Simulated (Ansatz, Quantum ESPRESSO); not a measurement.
# LiF (Griceite): Raman and infrared activity, part 2 of 3

Which lines does LiF (Griceite) show in Raman and infrared spectra?

Quantum ESPRESSO 8.0 development, patched; DFT LDA, scalar-relativistic, plane waves, PseudoDojo norm-conserving pseudopotentials.

So far. Step 2 (A first look): A gap of 8.9 eV opens on this mesh, so the crystal is taken as an insulator; the start stands at -6.7 GPa. Step 4 (Ground state): The cell stands at -0.016 GPa, close enough for phonons. The relaxed cell has a = 3.905 Å (conventional setting).

**5. Linear response at Γ**

At q = 0 one unit cell holds all displacements; symmetry groups them into irreducible representations that are solved one by one. The response to a field gives ε∞ and the Born charges, which polar modes need. Third-order response adds the Raman tensors.

Contents of ph.in:

```
phonons
 &inputph
    prefix='x',
    outdir='./tmp',
    fildyn='g.dyn',
    tr2_ph=1.0d-18,
    epsil=.true.,
    lraman=.true.,
    elop=.true.,
 /
0.000000000000 0.000000000000 0.000000000000
```

Launch:

```bash
$ OMP_NUM_THREADS=1 mpirun -n 2 ph.x -nk 2 -in ph.in > ph.out
```

Log:

```text
[banners, grids, parts of the stress and lines that vanish by symmetry left out]
[banner, memory and clock lines left out]
Program PHONON v.8.0dev

     Dynamical matrices for q-points given in input
     (   1q-points):
       N         xq(1)         xq(2)         xq(3)
       1   0.000000000   0.000000000   0.000000000

     ./tmp/x.save/

     IMPORTANT: XC functional enforced from input :
     Exchange-correlation= PW
                           (   1   4   0   0   0   0   0)
     Any further DFT definition will be discarded
     Please, verify this is what you really want

     G-vector sticks info

     Reading collected, re-writing distributed wavefunctions in ./tmp/

     Number and degeneracy of irreps per q-point
       N         xq(1)         xq(2)         xq(3)   N irreps
       1   0.000000000   0.000000000   0.000000000       2
        3   3

     Calculation of q =    0.0000000   0.0000000   0.0000000

     phonons

     bravais-lattice index     =            2
     lattice parameter (alat)  =       7.3793  a.u.
     unit-cell volume          =     100.4585 (a.u.)^3
     number of atoms/cell      =            2
     number of atomic types    =            2
     kinetic-energy cut-off    =      84.0000  Ry
     charge density cut-off    =     336.0000  Ry
     convergence threshold     =      1.0E-18
     beta                      =       0.7000
     number of iterations used =            4
     Exchange-correlation= PW
                           (   1   4   0   0   0   0   0)

     celldm(1)=    7.37931  celldm(2)=    0.00000  celldm(3)=    0.00000
     celldm(4)=    0.00000  celldm(5)=    0.00000  celldm(6)=    0.00000

     crystal axes: (cart. coord. in units of alat)
               a(1) = ( -0.5000  0.0000  0.5000 )
               a(2) = (  0.0000  0.5000  0.5000 )
               a(3) = ( -0.5000  0.5000  0.0000 )

     reciprocal axes: (cart. coord. in units 2 pi/alat)
               b(1) = ( -1.0000 -1.0000  1.0000 )
               b(2) = (  1.0000  1.0000  1.0000 )
               b(3) = ( -1.0000  1.0000 -1.0000 )

     Atoms inside the unit cell:

     Cartesian axes

     site n.  atom      mass           positions (alat units)
        1  Li      6.9400   tau(    1) = (    0.00000    0.00000    0.00000  )
        2  F      18.9984   tau(    2) = (   -0.50000    0.50000    0.50000  )

     Computing dynamical matrix for
                    q = (   0.0000000   0.0000000   0.0000000 )

     49 Sym.Ops. (with q -> -q+G )

     G cutoff =  463.4583  (  10417 G-vectors)     FFT grid: ( 32, 32, 32)
     number of k points=    29
                       cart. coord. in units 2pi/alat
        k(    1) = (   0.0000000   0.0000000   0.0000000), wk =   0.0039062
        k(    2) = (  -0.1250000   0.1250000  -0.1250000), wk =   0.0312500
        k(    3) = (  -0.2500000   0.2500000  -0.2500000), wk =   0.0312500
        [... further k-points left out ...]

     PseudoPot. # 1 for Li read from file:
     ./pseudo/Li.upf
     Pseudo is Norm-conserving, Zval =  3.0

     PseudoPot. # 2 for F  read from file:
     ./pseudo/F.upf
     Pseudo is Norm-conserving + core correction, Zval =  7.0

     Mode symmetry, O_h (m-3m)  point group:

     Electric field:
     Dielectric constant
     Born effective charges as d Force / d E
     Raman tensor
     Electro-optic tensor

     Atomic displacements:
     There are    2 irreducible representations

     Representation     1      3 modes -  To be done

     Representation     2      3 modes -  To be done

     Alpha used in Ewald sum =   2.8000

     Electric Fields Calculation

     The passes end when |ddv_scf|^2 is under  1.7E-19 (on this mesh; tr2_ph alone asks  1.0E-18)

      iter #   1   av.it.:   5.2
      thresh= 1.000E-02 alpha_mix =  0.700 |ddv_scf|^2 =  6.078E-09

      [... iterations left out ...]
      iter #   6   av.it.:  10.1
      thresh= 8.506E-10 alpha_mix =  0.700 |ddv_scf|^2 =  7.325E-20

     End of electric fields calculation

          Dielectric constant in cartesian axis

          (       2.113923714      -0.000000000      -0.000000000 )
          (      -0.000000000       2.113923714       0.000000000 )
          (       0.000000000       0.000000000       2.113923714 )

          Effective charges (d Force / dE) in cartesian axis without acoustic sum rule applied (asr)

           atom    1  Li    Mean Z*:        1.04181
      Ex  (        1.04181        0.00000       -0.00000 )
      Ey  (        0.00000        1.04181       -0.00000 )
      Ez  (        0.00000       -0.00000        1.04181 )
           atom    2  F     Mean Z*:       -1.04177
      Ex  (       -1.04177        0.00000        0.00000 )
      Ey  (        0.00000       -1.04177        0.00000 )
      Ez  (       -0.00000       -0.00000       -1.04177 )

          Effective charges Sum: Mean:        0.00004
              0.00004        0.00000       -0.00000
              0.00000        0.00004       -0.00000
              0.00000        0.00000        0.00004

          Effective charges (d Force / dE) in cartesian axis with asr applied:
           atom    1  Li    Mean Z*:        1.04179
      E*x (        1.04179        0.00000       -0.00000 )
      E*y (       -0.00000        1.04179       -0.00000 )
      E*z (        0.00000        0.00000        1.04179 )
           atom    2  F     Mean Z*:       -1.04179
      E*x (       -1.04179       -0.00000        0.00000 )
      E*y (        0.00000       -1.04179        0.00000 )
      E*z (       -0.00000       -0.00000       -1.04179 )

     Calling punch_plot_e
     Writing on file  drho

     Computing Pc [DH,Drho] |psi>

     Derivative coefficient:  0.001000    Threshold: 1.00E-12
     Message from routine dhdrhopsi:
     some bands at k + dk did not converge to eth_ns: the Raman tensors may be inaccurate, compare with a run at another eth_ns or dek
     Non-scf  u_k: avg # of iterations = 11.5
     Non-scf Du_k: avg # of iterations = 21.5

          Dielectric constant from finite-differences

          (       2.113893739       0.000000000      -0.000000000 )
          (      -0.000000000       2.113893739      -0.000000000 )
          (       0.000000000       0.000000000       2.113893739 )

              Electro-optic tensor is defined as
            the derivative of the dielectric tensor
              with respect to one electric field
                 units are Rydberg a.u.

            to obtain the static chi^2 multiply by 1/2

            to convert to pm/Volt multiply per 2.7502

          Electro-optic tensor in cartesian axis:

          (       0.000000000       0.000000000      -0.000000000 )
          (       0.000000000       0.000000000       0.000000000 )
          (      -0.000000000      -0.000000000       0.000000000 )

          (      -0.000000000      -0.000000000       0.000000000 )
          (       0.000000000       0.000000000       0.000000000 )
          (      -0.000000000      -0.000000000       0.000000000 )

          (       0.000000000       0.000000000      -0.000000000 )
          (       0.000000000       0.000000000       0.000000000 )
          (       0.000000000       0.000000000      -0.000000000 )

          Electro-optic tensor: contribution #   1

          (      -0.000000000      -0.000000000       0.000000000 )
          (      -0.000000000      -0.000000000       0.000000000 )
          (      -0.000000000      -0.000000000       0.000000000 )

          (      -0.000000000      -0.000000000      -0.000000000 )
          (      -0.000000000       0.000000000      -0.000000000 )
          (      -0.000000000      -0.000000000       0.000000000 )

          (      -0.000000000      -0.000000000       0.000000000 )
          (      -0.000000000      -0.000000000       0.000000000 )
          (       0.000000000       0.000000000      -0.000000000 )

          Electro-optic tensor: contribution #   2

          (      -0.000000000       0.000000000      -0.000000000 )
          (       0.000000000       0.000000000       0.000000000 )
          (      -0.000000000       0.000000000      -0.000000000 )

          (      -0.000000000       0.000000000      -0.000000000 )
          (      -0.000000000      -0.000000000       0.000000000 )
          (      -0.000000000       0.000000000      -0.000000000 )

          (      -0.000000000      -0.000000000       0.000000000 )
          (       0.000000000       0.000000000       0.000000000 )
          (      -0.000000000       0.000000000      -0.000000000 )

     Computing Second order response

      iter #   1   av.it.:   6.1
      thresh= 1.000E-02 alpha_mix =  0.700 |ddv_scf|^2 =  7.241E-09

      [... iterations left out ...]
      iter #   7   av.it.:  11.2
      thresh= 5.100E-10 alpha_mix =  0.700 |ddv_scf|^2 =  2.847E-20

          Raman tensor (au^-1) in cartesian axis

           atom      1
          (      -0.000000000      -0.000000000       0.000000000 )
          (      -0.000000000       0.000000000      -0.000000000 )
          (       0.000000000      -0.000000000       0.000000000 )

          (       0.000000000      -0.000000000       0.000000000 )
          (      -0.000000000       0.000000000      -0.000000000 )
          (       0.000000000      -0.000000000       0.000000000 )

          (      -0.000000000       0.000000000      -0.000000000 )
          (      -0.000000000      -0.000000000       0.000000000 )
          (       0.000000000       0.000000000      -0.000000000 )

           atom      2
          (      -0.000000000      -0.000000000       0.000000000 )
          (      -0.000000000      -0.000000000      -0.000000000 )
          (       0.000000000       0.000000000      -0.000000000 )

          (      -0.000000000      -0.000000000       0.000000000 )
          (      -0.000000000      -0.000000000       0.000000000 )
          (      -0.000000000       0.000000000      -0.000000000 )

          (       0.000000000       0.000000000       0.000000000 )
          (       0.000000000       0.000000000      -0.000000000 )
          (       0.000000000       0.000000000       0.000000000 )

     Raman tensor (A^2)

     atom #    1    pol.  1
     -0.705552917797E-24     -0.201720020453E-23      0.106902870544E-23
     -0.325169176852E-23      0.297471477943E-24     -0.278875743203E-23
      0.261214316042E-23     -0.248013454103E-23      0.184058593293E-23
     atom #    1    pol.  2
      0.683250091690E-24     -0.248013454103E-23      0.184058593293E-23
     -0.371462610502E-23      0.292076605142E-23     -0.386893755052E-23
[...]
atom #    1    pol.  3
[...]
atom #    2    pol.  1
[...]
atom #    2    pol.  2
[...]
atom #    2    pol.  3
[...]
0.431464446079E-21      0.547506653094E-21      0.956827406744E-22

     Representation #   1 modes #   1   2   3

     Self-consistent Calculation

     The passes end when |ddv_scf|^2 is under  1.7E-19 (on this mesh; tr2_ph alone asks  1.0E-18)

      iter #   1   av.it.:   7.0
      thresh= 1.000E-02 alpha_mix =  0.700 |ddv_scf|^2 =  2.707E-06

      [... iterations left out ...]
      iter #   8   av.it.:   9.8
      thresh= 6.225E-11 alpha_mix =  0.700 |ddv_scf|^2 =  1.593E-22

     End of self-consistent calculation

     Convergence has been achieved

     Representation #   2 modes #   4   5   6

     Self-consistent Calculation

     The passes end when |ddv_scf|^2 is under  1.7E-19 (on this mesh; tr2_ph alone asks  1.0E-18)

      iter #   1   av.it.:   5.0
      thresh= 1.000E-02 alpha_mix =  0.700 |ddv_scf|^2 =  2.769E-07

      [... iterations left out ...]
      iter #   7   av.it.:  10.3
      thresh= 1.274E-10 alpha_mix =  0.700 |ddv_scf|^2 =  1.274E-19

     End of self-consistent calculation

     Convergence has been achieved

     Number of q in the star =    1
     List of q in the star:
          1   0.000000000   0.000000000   0.000000000

          Dielectric constant in cartesian axis

          (       2.113923714      -0.000000000      -0.000000000 )
          (      -0.000000000       2.113923714       0.000000000 )
          (       0.000000000       0.000000000       2.113923714 )

          Effective charges (d Force / dE) in cartesian axis without acoustic sum rule applied (asr)

           atom    1  Li    Mean Z*:        1.04181
      Ex  (        1.04181        0.00000       -0.00000 )
      Ey  (        0.00000        1.04181       -0.00000 )
      Ez  (        0.00000       -0.00000        1.04181 )
           atom    2  F     Mean Z*:       -1.04177
      Ex  (       -1.04177        0.00000        0.00000 )
      Ey  (        0.00000       -1.04177        0.00000 )
      Ez  (       -0.00000       -0.00000       -1.04177 )

          Effective charges Sum: Mean:        0.00004
              0.00004        0.00000       -0.00000
              0.00000        0.00004       -0.00000
              0.00000        0.00000        0.00004

          Effective charges (d Force / dE) in cartesian axis with asr applied:
           atom    1  Li    Mean Z*:        1.04179
      E*x (        1.04179        0.00000       -0.00000 )
      E*y (       -0.00000        1.04179       -0.00000 )
      E*z (        0.00000        0.00000        1.04179 )
           atom    2  F     Mean Z*:       -1.04179
      E*x (       -1.04179       -0.00000        0.00000 )
      E*y (        0.00000       -1.04179        0.00000 )
      E*z (       -0.00000       -0.00000       -1.04179 )

     Diagonalizing the dynamical matrix

     q = (    0.000000000   0.000000000   0.000000000 )

 **************************************************************************
     freq (    1) =       0.103063 [THz] =       3.437804 [cm-1]
     freq (    2) =       0.103063 [THz] =       3.437804 [cm-1]
     freq (    3) =       0.103063 [THz] =       3.437804 [cm-1]
     freq (    4) =      10.278546 [THz] =     342.855406 [cm-1]
     freq (    5) =      10.278546 [THz] =     342.855406 [cm-1]
     freq (    6) =      10.278546 [THz] =     342.855406 [cm-1]
 **************************************************************************

     Mode symmetry, O_h (m-3m)  point group:

     freq (   1-   3) =          3.4  [cm-1]   --> T_1u G_15  G_4- I
     freq (   4-   6) =        342.9  [cm-1]   --> T_1u G_15  G_4- I
```

Run time: 62 s. Hardware: 2 MPI ranks of Intel Xeon Platinum 8375C at 2.90GHz (Ice Lake), shared host.

Read from the output:

* miss of the charge sum rule: 4.00e-5 e
* largest acoustic frequency at the zone centre before the sum rule: 3.44 cm⁻¹
* highest optical zone-centre mode (no LO-TO term): 342.9 cm⁻¹
* lowest optical zone-centre mode: 342.9 cm⁻¹
* mean high-frequency dielectric constant: 2.114
* largest Born charge in size (third of the trace): 1.042 e

Born charge (rows field, columns displacement), before the sum rule (e), principal values of the symmetric part by kind of site:

| atom | atoms with these values | low | middle | high | mean |
| --- | --- | --- | --- | --- | --- |
| Li1 | 1 | 1.04 | 1.04 | 1.04 | 1.04 |
| F2 | 1 | -1.04 | -1.04 | -1.04 | -1.04 |

In full for Li1:

```
1.04 0.00 0.00
0.00 1.04 0.00
0.00 0.00 1.04
```

High-frequency dielectric tensor:

```
2.11 0.00 0.00
0.00 2.11 0.00
0.00 0.00 2.11
```

The acoustic modes at Γ come out as far as 3.4 cm⁻¹ from zero, where they should vanish, a small numerical error; the Born charges miss their sum rule by 4.0e-5 e, which is good.

**6. Zone-centre analysis**

A rigid shift of the crystal must cost nothing, but grids and finite bases break this; the acoustic sum rule is imposed before the matrix is diagonalised again. With Born charges the intensities follow, and the static dielectric tensor.

Contents of dynmat.in:

```
 &input
    fildyn='g.dyn',
    asr='simple',
    fileig='dynmat.eig',
    lperm=.true.,
 /
```

Launch:

```bash
$ dynmat.x -in dynmat.in > dynmat.out
```

Log:

```text
[banner, memory and clock lines left out]
Program DYNMAT v.8.0dev

     Reading Dynamical Matrix from file g.dyn
     ...Force constants read
     ...epsilon and Z* read
     ...Raman cross sections read
     A direction for q was not specified:TO-LO splitting will be absent

     Polarizability (A^3 units)
     multiply by 0.729231 for Clausius-Mossotti correction (not under assume_isolated = 'mt')
         1.319580   -0.000000    0.000000
        -0.000000    1.319580    0.000000
        -0.000000    0.000000    1.319580

     IR activities are in (D/A)^2/amu units

# mode   [cm-1]    [THz]      IR
    1     -0.00   -0.0000    0.0000
    2     -0.00   -0.0000    0.0000
    3     -0.00   -0.0000    0.0000
    4    342.85   10.2783    4.9260
    5    342.85   10.2783    4.9260
    6    342.85   10.2783    4.9260

Electronic dielectric permittivity tensor (relative, adimensional)
         2.113924   -0.000000    0.000000
        -0.000000    2.113924    0.000000
        -0.000000    0.000000    2.113924

 ... with zone-center polar mode contributions
         8.118105    0.000000    0.000000
         0.000000    8.118105    0.000000
         0.000000    0.000000    8.118105
```

Elapsed: 0.61 s, on 1 thread.

This step gave:

```yaml
mean_static_dielectric_constant: 8.118
```

Unit eigenvectors of the mass-weighted matrix after the sum rule; no LO-TO term. The modes at Γ (shares of kinetic energy by element, %):

| mode | frequency (cm⁻¹) | symmetry | Li % | F % |
| --- | --- | --- | --- | --- |
| 1 | 0.0 | acoustic | 27 | 73 |
| 2 | 0.0 | acoustic | 27 | 73 |
| 3 | 0.0 | acoustic | 27 | 73 |
| 4 | 342.8 | T1u | 73 | 27 |
| 5 | 342.8 | T1u | 73 | 27 |
| 6 | 342.8 | T1u | 73 | 27 |

Displacements in mode 5 (342.8 cm⁻¹), the largest set to 1:
```
Li1  0.00  0.00  1.00
F2   0.00  0.00 -0.37
```

Degenerate modes summed, no LO-TO term. Infrared lines, with heights relative to the strongest:

| position (cm⁻¹) | lines merged | label | IR intensity, relative |
| --- | --- | --- | --- |
| 343 | 3 | T1u | 100 |

Static dielectric tensor (ions relaxed, fixed cell):

```
8.12 0.00 0.00
0.00 8.12 0.00
0.00 0.00 8.12
```

The rule moves no optical mode by more than 0.1 cm⁻¹.

**7. Sum rules set otherwise: a sum rule for molecules or wires on a crystal**

This rule also removes rotations, which suits molecules and not a crystal; it is tried to see the harm.

Contents of dynmat.in:

```
 &input
    fildyn='g.dyn',
    asr='zero-dim',
    fileig='dynmat.eig',
    lperm=.true.,
 /
```

Launch:

```bash
$ dynmat.x -in dynmat.in > dynmat.out
```

Log:

```text
[banner, memory and clock lines left out]
Program DYNMAT v.8.0dev

     Reading Dynamical Matrix from file g.dyn
     ...Force constants read
     ...epsilon and Z* read
     ...Raman cross sections read
     Warning: this looks like a crystal, not a molecule in a box: use asr = 'crystal'
     Acoustic Sum Rule: || Z*(ASR) - Z*(orig)|| =    5.201942E-05
     Acoustic Sum Rule: ||dyn(ASR) - dyn(orig)||=    1.279260E-01
     Message from routine dynmat:
     WARNING: the charges keep any dipole. Ignore the strengths of the modes set to zero; with q typed a rigid rotation may get a frequency
     A direction for q was not specified:TO-LO splitting will be absent

     Polarizability (A^3 units)
     multiply by 0.729231 for Clausius-Mossotti correction (not under assume_isolated = 'mt')
         1.319580   -0.000000    0.000000
        -0.000000    1.319580    0.000000
        -0.000000    0.000000    1.319580

     IR activities are in (D/A)^2/amu units

# mode   [cm-1]    [THz]      IR
    1     -0.00   -0.0000    2.7764
    2     -0.00   -0.0000    2.4604
    3     -0.00   -0.0000    0.0159
    4      0.00    0.0000    2.4486
    5      0.00    0.0000    2.1506
    6    342.87   10.2790    4.9260

Electronic dielectric permittivity tensor (relative, adimensional)
         2.113924   -0.000000    0.000000
        -0.000000    2.113924    0.000000
        -0.000000    0.000000    2.113924

 ... with zone-center polar mode contributions
         4.115061   -2.001137   -2.001137
        -2.001137    4.115061    2.001137
        -2.001137    2.001137    4.115061
```

Wall time 0.58 s (1 thread).

The run ended normally, but on settings that are not sound.

The fault: a sum rule for molecules or wires on a crystal; 2 optical modes are projected out to zero frequency, as if they were rotations, and the static dielectric tensor is spoilt.

For a crystal the rule has to be 'simple' or 'crystal'.

Zone-centre frequencies as printed; negative means imaginary. Modes:

| mode | frequency (cm⁻¹) |
| --- | --- |
| 1 | 0 |
| 2 | 0 |
| 3 | 0 |
| 4 | 0 |
| 5 | 0 |
| 6 | 342.9 |

(Continued in part 3 of 3.)

[Host names and launcher messages were left out of these logs when they were recorded.]

[Logs are printed without paths, hosts, clocks, repeated set-up lines and the standing remarks that a program may print on its own settings, such as how far it seeks lower states.]

[Hosts, paths, dates, database ids (printed as entryN), source tags and the programs' standing remarks are cut or masked in the printed files.]
